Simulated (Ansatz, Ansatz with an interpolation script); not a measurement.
Rows from a G0W0 calculation on PbF2 (Pnma) (Ansatz 0.2.0; G0W0 on LDA, plane waves, PAW; 4×4×2 mesh, 1414 empty bands, screening to 220 eV), in eV. Spin-orbit coupling is left out.

The database entry behind the starting cell differs from later determinations by our own check (about 0.2 % short), so it need not match the best structure at ambient conditions.

```csv
row,k,band,start,Σx,Σc at the solution,Vxc
A,Γ,c2,10.542,-10.435,-3.512,-15.012
B,Γ,v2,5.324,-27.893,3.862,-22.955
C,"(0.000, -0.500, -0.500)",v1,5.442,-28.207,3.875,-23.282
D,Γ,v1,5.638,-28.290,3.766,-23.512
E,Γ,c1,9.807,-11.405,-3.134,-15.546
F,"(0.000, -0.500, -0.500)",c1,9.711,-10.465,-3.314,-14.794
```

Work out each quasiparticle level and how far it moved.

The quasiparticle equation reads E = start + Σx + Σc(E) − Vxc.

```
row  E (eV)  shift (eV)
  A  11.608      +1.065
  B   4.249      −1.075
  C   4.391      −1.051
  D   4.625      −1.013
  E  10.815      +1.008
  F  10.727      +1.016
```

The gap over the computed points goes from 4.07 eV to 6.10 eV.

Limits: not at the basis limit; no spin-orbit coupling; coarse k mesh.

[Paths, hosts, dates, memory and timing lines, banners, echoed tables and standing remarks are left out of the program output.]

[Logs are printed without paths, hosts, clocks, repeated set-up lines and the standing remarks that a program may print on its own settings, such as how far it seeks lower states.]

[Runs of the session that timed out or met a known fault of the program may be left out.]

[Hosts, paths, dates, database ids (printed as entryN), source tags and the programs' standing remarks are cut or masked in the printed files.]
